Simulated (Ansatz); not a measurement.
# K3Ag3SbAs: complex band structure, part 2 of 3

Aim: relax a made-up compound, K3Ag3SbAs, and see how good a tunnel barrier it would be. It is built by putting Sb for part of the As in the K3Ag3As2 structure of space group R-3m, with the volume rescaled by atomic radii. The parent structure comes from the Materials Project.

Ansatz 0.2.0; PBE DFT, plane waves, PAW files (the session's first sound run).

So far. Step 2 (Cell and atoms at rest): The largest force component on a free atom ends at 0.0086 eV/Å.

The structure was built from a prototype and need not be the compound's stable phase.

## Step 3: The bulk crystal and its band edges

The energy window and the wavevectors of the next steps follow from the band edges, so these are searched first, off the mesh as well.

Contents of input.yaml:

```yaml
crystal:
  lattice:
    - [3.0912565731, 1.7847378146, 7.3807213591]
    - [-3.0912565731, 1.7847378146, 7.3807213591]
    - [0.0, -3.5694756293, 7.3807213591]
  atoms:
    - { symbol: K, position: [0.0860787772, 0.0860787772, 0.0860787772] }
    - { symbol: K, position: [0.9078497267, 0.9078497267, 0.9078497267] }
    - { symbol: K, position: [0.4972118559, 0.4972118559, 0.4972118559] }
    - { symbol: Ag, position: [0.5053009555, -0.0005615694, 0.5053009555] }
    - { symbol: Ag, position: [0.5053009555, 0.5053009555, -0.0005615694] }
    - { symbol: Ag, position: [-0.0005615694, 0.5053009555, 0.5053009555] }
    - { symbol: As, position: [0.7548438803, 0.7548438803, 0.7548438803] }
    - { symbol: Sb, position: [0.2439754185, 0.2439754185, 0.2439754185] }
kpoints:
  mp_grid: { grid: [6, 6, 6] }
  band_path: { path: [VBM, CBM], npoints: 30 }
scf:
  occupations: { method: fixed }
hamiltonian:
  xc: pbe
output:
  eigenvalues: true
  write_potential: true
  write_density: true
  volumetric_format: npy
  elf: true
```

Run with:

```sh
$ ansatz run input.yaml --threads 2 --pin off --max-ram 4096MiB --backend cpu --events-out ev --progress --plain --runs-dir out
```

Numbers of over 12 decimals in the logs are rounded to 6 here.

Log:

```text
[...]
Crystal: 8 atoms, lattice volume = 244.320 Å³
Basis set: ecut = 420 eV, 4789 PW (Γ)
Bands: 69, of which v1, the nominal top of the filled ones, is band 57 counted from 1 (56 counted from 0)
Symmetry: 6 space group operations
[...]
k-points: 32 of 216 (time reversal used)
[...]
SCF iter   1: F=—  HF=-38728.542933 eV  |F-HF|=—  |Δ(HF+E_count)|=         —  Δρ=9.69e-4  dr2=3.93e-3  ethr=1.77e-3  ⟨swp⟩=5.1  Hψ=6889  notcnv=0  defer=300
[...]
SCF iter   7: F=-38728.544554 eV  HF=-38728.544554 eV  |F-HF|=1.92e-8  |Δ(HF+E_count)|=   1.66e-7  Δρ=3.84e-6  dr2=4.36e-8  ethr=8.77e-11  ⟨swp⟩=13.3  Hψ=10242  notcnv=0
SCF 1 converged in 7 iterations: F = -38728.544554 eV  dr2 = 4.36e-8
[...]
NSCF: frozen V_eff on 32 k-points
[...]
SCF converged after 7 iterations
Free energy (F): -38728.544554 eV
[...]
Internal energy: -38728.544554 eV  (E = F + TS)
E sigma→0 (E₀):  -38728.544554 eV
Fermi energy:    6.730853 eV
[...]
--- Band table (eV; the first three rows and the last of 32) ---
  k-point 0: bands = [... 53 lower, 6.0658, 6.0658, 6.5237, 6.5237, 8.0131, 8.3852, 9.0768, 9.0768, ... 8 higher]
  k-point 1: bands = [... 53 lower, 5.8491, 6.0908, 6.3002, 6.4445, 8.4694, 8.8029, 9.0116, 9.3164, ... 8 higher]
  k-point 2: bands = [... 53 lower, 5.6885, 6.0461, 6.1430, 6.3157, 8.6101, 9.4706, 9.7481, 9.8720, ... 8 higher]
  k-point 31: bands = [... 53 lower, 5.8490, 5.8490, 6.7309, 6.7309, 8.0201, 8.9654, 8.9654, 10.3601, ... 8 higher]
```

It took 1.7 min on 2 threads of Arm Neoverse V2, shared host; peak memory 0.86 GiB; 3.4 min of CPU time.

Numbers from this step:

```yaml
free_energy: -38728.5446 eV
fermi_energy: 6.731 eV
gap_on_the_k_mesh: 1.282 eV
gap_on_path: 1.282 eV, by band count; negative where bands overlap
direct_gap_on_path: 1.289 eV
edge_places_on_path: 0, 0.4256 1/A along the path
```

Electronic bands along the path, in eV, zero at the Fermi level (highest filled level under fixed occupations); v1 is the highest filled band, c1 the lowest empty one:

| point | v4 | v3 | v2 | v1 | c1 | c2 | c3 | c4 |
| --- | --- | --- | --- | --- | --- | --- | --- | --- |
| VBM | -0.88 | -0.88 | 0.00 | 0.00 | 1.29 | 2.23 | 2.23 | 3.63 |
| halfway | -0.79 | -0.79 | -0.09 | -0.09 | 1.32 | 2.28 | 2.29 | 2.29 |
| CBM | -0.67 | -0.67 | -0.21 | -0.21 | 1.28 | 1.65 | 2.35 | 2.35 |

ELF in the ac plane of the conventional cell at fractional y = 0.000, with atoms of K and Ag and As and Sb within 0.2 Å of it. It is the smooth field of the valence electrons, not physical close to the nuclei.

Values, 13 rows by 16 columns, each cell a mean:
```
0.52 0.47 0.29 0.09 0.13 0.22 0.32 0.42 0.44 0.37 0.26 0.17 0.09 0.19 0.42 0.51
0.57 0.58 0.42 0.11 0.04 0.13 0.23 0.26 0.26 0.24 0.18 0.06 0.05 0.29 0.54 0.58
0.35 0.42 0.52 0.55 0.43 0.18 0.04 0.01 0.01 0.02 0.10 0.33 0.52 0.55 0.46 0.37
0.17 0.25 0.36 0.44 0.39 0.25 0.13 0.07 0.06 0.10 0.19 0.34 0.43 0.40 0.30 0.19
0.19 0.18 0.20 0.25 0.28 0.25 0.21 0.18 0.18 0.19 0.23 0.27 0.27 0.22 0.18 0.19
0.26 0.21 0.13 0.10 0.13 0.18 0.19 0.18 0.18 0.19 0.19 0.16 0.11 0.11 0.18 0.24
0.78 0.82 0.64 0.18 0.03 0.08 0.12 0.13 0.13 0.13 0.10 0.04 0.06 0.45 0.79 0.81
0.13 0.11 0.09 0.11 0.19 0.27 0.29 0.28 0.28 0.29 0.28 0.23 0.14 0.09 0.10 0.13
0.20 0.19 0.20 0.26 0.29 0.25 0.21 0.19 0.18 0.20 0.23 0.27 0.28 0.22 0.18 0.19
0.36 0.47 0.56 0.49 0.36 0.21 0.11 0.06 0.05 0.09 0.16 0.30 0.44 0.54 0.53 0.38
0.50 0.52 0.51 0.42 0.25 0.09 0.03 0.02 0.02 0.03 0.06 0.17 0.35 0.48 0.52 0.51
0.68 0.71 0.53 0.12 0.05 0.23 0.39 0.43 0.43 0.41 0.32 0.10 0.05 0.36 0.67 0.70
0.39 0.33 0.18 0.09 0.15 0.23 0.33 0.43 0.45 0.38 0.27 0.18 0.10 0.11 0.27 0.38
```
Columns run along a (6.2 Å), rows up along c (22.1 Å), edges of the conventional cell, whose origin can differ from the input's. Atoms in or near the plane, at fractional coordinates: K at (0.00, 0.91), K at (0.00, 0.09), K at (0.00, 0.50), Ag at (0.50, 0.00), As at (0.00, 0.25), Sb at (0.00, 0.76).

Electrostatic potential energy in the ac plane of the conventional cell at fractional y = 0.000, with atoms of K and Ag and As and Sb within 0.2 Å of it. With pseudopotentials it is smooth inside the atoms' cores, unlike the true potential.

Values in eV, 13 rows by 16 columns, each cell a mean:
```
 -8  -4   4   8   9   6  -2  -9 -10  -6   3   9   9   6  -1  -7
-13  -9   2   7   9  10  10  10  10  10  10  10   8   5  -5 -12
 -5  -3   3   9  10  10   9   9   9   9   9  10   9   6   0  -4
-11 -10  -3   6   8   9  10  10  10  10   9   9   7   2  -8 -11
 10   9   6   1   0   4   8  10  10   9   6   1   0   4   8  10
  5   6   8   9  10  10  10  10  10  10  10  10   9   9   7   5
-25 -19  -3   6   8  10  10  10  10  10  10   9   7   2 -13 -24
  8   9   9  10  10  10  10  10   9  10  10  10  10   9   9   8
 10   9   6   0  -1   4   8  10  10   9   6   0  -1   3   8   9
  4  -1   0   7   9   9   9   9   9   9   9   9   8   4  -3   3
  4   4   7  10  10  10   9   9   9   9   9  10  10   9   5   3
-20 -15  -1   7   9  10  10  10  10  10  10   9   8   4 -10 -19
 -2   2   7   9   9   6  -3  -9 -10  -6   3   9   9   8   4  -1
```
Columns run along a (6.2 Å; values clipped at the 3rd and 97th percentile), rows up along c (22.1 Å), edges of the conventional cell, whose origin can differ from the input's. Atoms in or near the plane, at fractional coordinates: K at (0.00, 0.91), K at (0.00, 0.09), K at (0.00, 0.50), Ag at (0.50, 0.00), As at (0.00, 0.25), Sb at (0.00, 0.76).

Valence density in the ac plane of the conventional cell at fractional y = 0.000, with atoms of K and Ag and As and Sb within 0.2 Å of it. It is the smooth field of the valence electrons, not physical close to the nuclei.

Ten steps, logarithmic in the rise over the least value, from '0' (0 e/Å³) to '9' (13 e/Å³), each cell a mean:
```
11000258986310001
66310011221000256
66310000000000256
11000000000000001
32210000000000123
97421000000011369
75321100000012246
22233321001233222
11233321011233211
00000000000000000
21000000000000012
76410000000000257
65310000000000246
00000000000000000
00000000000000000
11233321011233211
22233321001233322
97321100000012358
97321000000001259
21100000000000112
32100000000000023
76410000000000357
54200011221000145
00000258986310000
```
Columns run along a (6.2 Å), rows up along c (22.1 Å), edges of the conventional cell, whose origin can differ from the input's. Atoms in or near the plane, at fractional coordinates: K at (0.00, 0.91), K at (0.00, 0.09), K at (0.00, 0.50), Ag at (0.50, 0.00), As at (0.00, 0.25), Sb at (0.00, 0.76).

The searched edges give 1.28 eV, as on the mesh.

## Step 4: Complex bands

This step: PBE DFT, plane waves, PAW files; complex bands by layer matching along the plane's normal (Ansatz 0.2.0).

The same crystal is laid in a cell whose first two vectors span the (001) plane (indices of the standard conventional cell, whose axes can be ordered otherwise than in the bulk input). At fixed energy and wavevector in the plane the solver finds all kz, real and complex. A few wavevectors are listed, (0, 0) and (0.5, 0) in units of the plane's reciprocal vectors; the slowest state needn't be among them.

Contents of input.yaml:

```yaml
crystal:
  lattice:
    - [6.182513146, 0.0, 0.0]
    - [3.091256573, 5.354213444, 0.0]
    - [3.091256573, -1.784737815, 7.380721359]
  atoms:
    - { symbol: K, position: [0.1721575544, 0.9139212228, 0.7417636684] }
    - { symbol: K, position: [0.8156994534, 0.0921502733, 0.2764508199] }
    - { symbol: K, position: [0.9944237118, 0.5027881441, 0.5083644323] }
    - { symbol: Ag, position: [0.5047393861, 0.0005615694, 0.9899596584] }
    - { symbol: Ag, position: [0.010601911, 0.4946990445, 0.9899596584] }
    - { symbol: Ag, position: [0.5047393861, 0.4946990445, 0.9899596584] }
    - { symbol: As, position: [0.5096877606, 0.2451561197, 0.7354683591] }
    - { symbol: Sb, position: [0.487950837, 0.7560245815, 0.2680737445] }
kpoints:
  mp_grid: { grid: [6, 6, 6] }
scf:
  occupations: { method: fixed }
hamiltonian:
  xc: pbe
output:
  eigenvalues: true
  transmission:
    leads: [[0, 0]]
    kpoints: [[0.0, 0.0], [0.5, 0.0]]
    e_range: [-1.0, 2.28]
    de: 0.08
```

Log:

```text
[...]
Crystal: 8 atoms, lattice volume = 244.320 Å³
Basis set: ecut = 420 eV, 4789 PW (Γ)
Bands: 69, of which v1, the nominal top of the filled ones, is band 57 counted from 1 (56 counted from 0)
Symmetry: 6 space group operations
[...]
k-points: 32 of 216 (time reversal used)
[...]
SCF iter   1: F=—  HF=-38728.542994 eV  |F-HF|=—  |Δ(HF+E_count)|=         —  Δρ=9.70e-4  dr2=3.93e-3  ethr=1.77e-3  ⟨swp⟩=5.1  Hψ=6894  notcnv=0  defer=303
[...]
SCF iter   7: F=-38728.544557 eV  HF=-38728.544557 eV  |F-HF|=2.07e-8  |Δ(HF+E_count)|=   1.67e-7  Δρ=3.84e-6  dr2=4.45e-8  ethr=8.77e-11  ⟨swp⟩=12.9  Hψ=10276  notcnv=0
SCF 1 converged in 7 iterations: F = -38728.544557 eV  dr2 = 4.45e-8
[...]
transmission: 10 of 20 steps passed
transmission: 20 of 20 steps passed
SCF converged after 7 iterations
Free energy (F): -38728.544557 eV
[...]
Internal energy: -38728.544557 eV  (E = F + TS)
E sigma→0 (E₀):  -38728.544557 eV
Fermi energy:    6.730849 eV
[...]
--- Band table (eV; the first three rows and the last of 32) ---
  k-point 0: bands = [... 53 lower, 6.0658, 6.0658, 6.5237, 6.5237, 8.0130, 8.3852, 9.0767, 9.0767, ... 8 higher]
  k-point 1: bands = [... 53 lower, 5.9970, 5.9970, 6.5902, 6.5902, 8.0534, 8.6676, 9.0455, 9.0455, ... 8 higher]
  k-point 2: bands = [... 53 lower, 5.8924, 5.8924, 6.6899, 6.6899, 8.0337, 8.9904, 8.9904, 9.4376, ... 8 higher]
  k-point 31: bands = [... 53 lower, 5.1496, 6.0045, 6.3966, 6.5493, 9.1031, 9.1855, 9.5620, 9.8113, ... 8 higher]
--- Transmission ---
  basis      : 295 plane waves across, 10 finite elements along
  points     : 2, as listed
  energies   : 42 from -1.000000 to 2.280000 eV about the Fermi level, 0.080000 eV apart; the leads are filled to 0.641099 eV, and channels, transmission and decay are at 0.680000 eV
  crystal 0  : K3As1Ag3Sb1, at the sites [0, 0], period 7.3807 Å: whole cells are its period
    offset         : up to 0.0000 Å between an atom of the period and one for which it stands
    channels       : 0.000000e0 a spin
    conductance    : none, the energies end too early or step too widely for 300 K: set another output.transmission.e_range or a lower de, or, where they end at an eighth of basis.ecutwfc, a higher one
    slowest decay  : 0.1706 /Å at (0.0000, 0.0000)
```

Run time: 65 s. Hardware: 2 threads; peak memory 1.3 GiB; 2.1 min of CPU time.

Numbers from this step:

| Quantity | Value |
| --- | --- |
| level to which the leads are filled | 0.6411 eV from the Fermi level |
| decay constant at the filling level, zone centre | 0.1706 Å⁻¹ |
| decay constant at the filling level, slowest listed point | 0.1706 Å⁻¹ |

K parallel (0, 0); values up to 1.5 1/Å, a degenerate pair printed once or twice; energies at which all values exceed this have no row. Table of Im kz of the slowest decaying states by energy, zero at the highest filled level on the SCF mesh:

| energy (eV) | decay 1 (Å⁻¹) | decay 2 (Å⁻¹) | decay 3 (Å⁻¹) | decay 4 (Å⁻¹) |
| --- | --- | --- | --- | --- |
| -1.00 | 0.218 | 0.565 | 0.958 | 1.01 |
| -0.84 | 0.557 | 0.959 | 1.01 | 1.16 |
| -0.68 | 0.0874 | 0.548 | 0.961 | 0.999 |
| -0.52 | 0.130 | 0.145 | 0.539 | 0.966 |
| -0.36 | 0.148 | 0.154 | 0.529 | 0.976 |
| -0.20 | 0.170 | 0.517 | 0.976 | 0.994 |
| -0.04 | 0.179 | 0.505 | 0.970 | 1.03 |
| 0.12 | 0.184 | 0.227 | 0.491 | 0.964 |
| 0.28 | 0.184 | 0.332 | 0.476 | 0.965 |
| 0.44 | 0.182 | 0.401 | 0.458 | 0.935 |
| 0.60 | 0.175 | 0.439 | 0.452 | 0.849 |
| 0.84 | 0.158 | 0.402 | 0.501 | 0.738 |
| 1.00 | 0.139 | 0.368 | 0.518 | 0.684 |
| 1.16 | 0.108 | 0.316 | 0.522 | 0.640 |
| 1.32 | 0.335 | 0.515 | 0.604 | 0.890 |
| 1.48 | 0.149 | 0.376 | 0.498 | 0.572 |
| 1.64 | 0.0348 | 0.243 | 0.391 | 0.470 |
| 1.80 | 0.280 | 0.399 | 0.430 | 0.519 |
| 1.96 | 0.298 | 0.369 | 0.403 | 0.496 |
| 2.12 | 0.263 | 0.308 | 0.403 | 0.476 |
| 2.28 | 0.313 | 0.402 | 0.462 | 0.826 |

K parallel (0.5, 0); values up to 1.5 1/Å, a degenerate pair printed once or twice; energies at which all values exceed this have no row. Im kz of the slowest decaying states against energy, zero at the highest filled level on the SCF mesh:

| energy (eV) | decay 1 (Å⁻¹) | decay 2 (Å⁻¹) | decay 3 (Å⁻¹) | decay 4 (Å⁻¹) |
| --- | --- | --- | --- | --- |
| -1.00 | 0.114 | 0.488 | 0.497 | 0.855 |
| -0.84 | 0.480 | 0.545 | 0.665 | 0.920 |
| -0.76 | 0.475 | 0.556 | 0.914 | 1.01 |
| -0.60 | 0.464 | 0.736 | 0.904 | 0.998 |
| -0.44 | 0.451 | 0.815 | 0.893 | 0.985 |
| -0.36 | 0.0371 | 0.444 | 0.836 | 0.888 |
| -0.20 | 0.0565 | 0.127 | 0.429 | 0.861 |
| -0.12 | 0.149 | 0.155 | 0.421 | 0.869 |
| -0.04 | 0.167 | 0.201 | 0.412 | 0.866 |
| 0.04 | 0.0729 | 0.181 | 0.232 | 0.403 |
| 0.20 | 0.122 | 0.202 | 0.270 | 0.383 |
| 0.28 | 0.138 | 0.210 | 0.283 | 0.372 |
| 0.44 | 0.159 | 0.222 | 0.301 | 0.348 |
| 0.60 | 0.173 | 0.229 | 0.310 | 0.320 |
| 0.68 | 0.178 | 0.232 | 0.305 | 0.313 |
| 0.84 | 0.183 | 0.235 | 0.269 | 0.315 |
| 1.00 | 0.183 | 0.230 | 0.313 | 0.793 |
| 1.08 | 0.178 | 0.208 | 0.228 | 0.310 |
| 1.24 | 0.117 | 0.185 | 0.224 | 0.303 |
| 1.40 | 0.174 | 0.216 | 0.293 | 0.765 |
| 1.48 | 0.167 | 0.211 | 0.287 | 0.759 |
| 1.64 | 0.149 | 0.198 | 0.272 | 0.748 |
| 1.72 | 0.137 | 0.190 | 0.263 | 0.743 |
| 1.88 | 0.104 | 0.171 | 0.243 | 0.732 |
| 2.04 | 0.0281 | 0.111 | 0.145 | 0.218 |
| 2.12 | 0.129 | 0.131 | 0.203 | 0.716 |
| 2.28 | 0.0829 | 0.156 | 0.167 | 0.706 |

K parallel (0.5, 0). The Re kz of states that move upwards by energy, zero at the highest filled level on the SCF mesh:

| energy (eV) | channel 1 (Å⁻¹) | channel 2 (Å⁻¹) | channel 3 (Å⁻¹) |
| --- | --- | --- | --- |
| -1.00 | 0.167 | - | - |
| -0.84 | 0.171 | 0.289 | - |
| -0.68 | 0.273 | 0.362 | - |
| -0.52 | -0.416 | 0.334 | - |
| -0.36 | 0.323 | 0.390 | - |
| -0.20 | -0.403 | - | - |
| -0.04 | -0.305 | - | - |
| 0.12 | - | - | - |
| 0.28 | - | - | - |
| 0.44 | - | - | - |
| 0.60 | - | - | - |
| 0.68 | - | - | - |
| 0.84 | - | - | - |
| 1.00 | - | - | - |
| 1.16 | - | - | - |
| 1.32 | - | - | - |
| 1.48 | -0.117 | - | - |
| 1.64 | -0.0342 | - | - |
| 1.80 | 0.0488 | - | - |
| 1.96 | - | - | - |
| 2.12 | -0.214 | - | - |
| 2.28 | -0.151 | - | - |

At the listed wavevectors the last open channel is at -0.04 eV and the next at +1.32 eV on the grid. At +0.68 eV, the grid energy nearest the filling level (the middle of the gap on the SCF mesh), the slowest state at the listed wavevectors decays with κ = 0.171 Å⁻¹, its amplitude falling by e over 5.9 Å. Through 1 nm of this crystal that state's transmission falls by exp(−2 × 0.171 Å⁻¹ × 10 Å) = 0.033.

## Step 5: Band edges at another level

This step: LDA DFT, plane waves, PAW files (Ansatz 0.2.0).

The edges again with LDA, at the same atoms.

Contents of input.yaml:

```yaml
crystal:
  lattice:
    - [3.0912565731, 1.7847378146, 7.3807213591]
    - [-3.0912565731, 1.7847378146, 7.3807213591]
    - [0.0, -3.5694756293, 7.3807213591]
  atoms:
    - { symbol: K, position: [0.0860787772, 0.0860787772, 0.0860787772] }
    - { symbol: K, position: [0.9078497267, 0.9078497267, 0.9078497267] }
    - { symbol: K, position: [0.4972118559, 0.4972118559, 0.4972118559] }
    - { symbol: Ag, position: [0.5053009555, -0.0005615694, 0.5053009555] }
    - { symbol: Ag, position: [0.5053009555, 0.5053009555, -0.0005615694] }
    - { symbol: Ag, position: [-0.0005615694, 0.5053009555, 0.5053009555] }
    - { symbol: As, position: [0.7548438803, 0.7548438803, 0.7548438803] }
    - { symbol: Sb, position: [0.2439754185, 0.2439754185, 0.2439754185] }
kpoints:
  mp_grid: { grid: [6, 6, 6] }
  band_path: { path: [VBM, CBM], npoints: 30 }
scf:
  occupations: { method: fixed }
hamiltonian:
  xc: lda
output:
  eigenvalues: true
```

Log:

```text
[...]
Crystal: 8 atoms, lattice volume = 244.320 Å³
Basis set: ecut = 420 eV, 4789 PW (Γ)
Bands: 69, of which v1, the nominal top of the filled ones, is band 57 counted from 1 (56 counted from 0)
Symmetry: 6 space group operations
[...]
k-points: 32 of 216 (time reversal used)
[...]
SCF iter   1: F=—  HF=-37975.098245 eV  |F-HF|=—  |Δ(HF+E_count)|=         —  Δρ=7.45e-3  dr2=1.07e-1  ethr=1.77e-3  ⟨swp⟩=5.1  Hψ=6936  notcnv=0  defer=301
[...]
SCF iter   8: F=-37975.067994 eV  HF=-37975.067994 eV  |F-HF|=7.85e-9  |Δ(HF+E_count)|=   3.01e-8  Δρ=2.46e-6  dr2=2.67e-8  ethr=8.77e-11  ⟨swp⟩=12.9  Hψ=9435  notcnv=0
SCF 1 converged in 8 iterations: F = -37975.067994 eV  dr2 = 2.67e-8
[...]
SCF converged after 8 iterations
Free energy (F): -37975.067994 eV
[...]
Internal energy: -37975.067994 eV  (E = F + TS)
E sigma→0 (E₀):  -37975.067994 eV
Fermi energy:    6.383963 eV
[...]
--- Band table (eV; the first three rows and the last of 32) ---
  k-point 0: bands = [... 53 lower, 5.7247, 5.7247, 6.1784, 6.1784, 7.5672, 7.9167, 8.6664, 8.6664, ... 8 higher]
  k-point 1: bands = [... 53 lower, 5.4908, 5.7496, 5.9482, 6.0978, 8.0421, 8.3549, 8.5937, 8.9088, ... 8 higher]
  k-point 2: bands = [... 53 lower, 5.3226, 5.6872, 5.8002, 5.9701, 8.1965, 9.0591, 9.3289, 9.4686, ... 8 higher]
  k-point 31: bands = [... 53 lower, 5.5076, 5.5076, 6.3840, 6.3840, 7.6051, 8.5531, 8.5531, 9.8465, ... 8 higher]
```

Wall time 1.7 min (2 threads); peak memory 0.76 GiB; 3.5 min of CPU time.

Numbers from this step:

| Quantity | Value |
| --- | --- |
| free energy | -37975.0680 eV |
| Fermi energy | 6.384 eV |
| gap on the k-mesh | 1.183 eV |
| gap on path | 1.183 eV, by band count; negative where bands overlap |
| direct gap on path | 1.221 eV |

Electronic bands along the path, in eV, zero at the Fermi level (highest filled level under fixed occupations); v1 is the highest filled band, c1 the lowest empty one:

| point | v4 | v3 | v2 | v1 | c1 | c2 | c3 | c4 |
| --- | --- | --- | --- | --- | --- | --- | --- | --- |
| VBM | -0.88 | -0.88 | 0.00 | 0.00 | 1.22 | 2.17 | 2.17 | 3.46 |
| halfway | -0.78 | -0.78 | -0.09 | -0.09 | 1.24 | 2.16 | 2.22 | 2.22 |
| CBM | -0.66 | -0.66 | -0.21 | -0.21 | 1.18 | 1.53 | 2.28 | 2.28 |

The searched edges give 1.18 eV, as on the mesh.

For the gap on the k-mesh, step 3 gave 1.28 eV; this run, with LDA, gives 1.18 eV.

[end of part 2 of 3]

[Logs are printed without paths, hosts, clocks, repeated set-up lines and the standing remarks that a program may print on its own settings, such as how far it seeks lower states.]

[Hosts, paths, dates, database ids (printed as entryN), source tags and the programs' standing remarks are cut or masked in the printed files.]
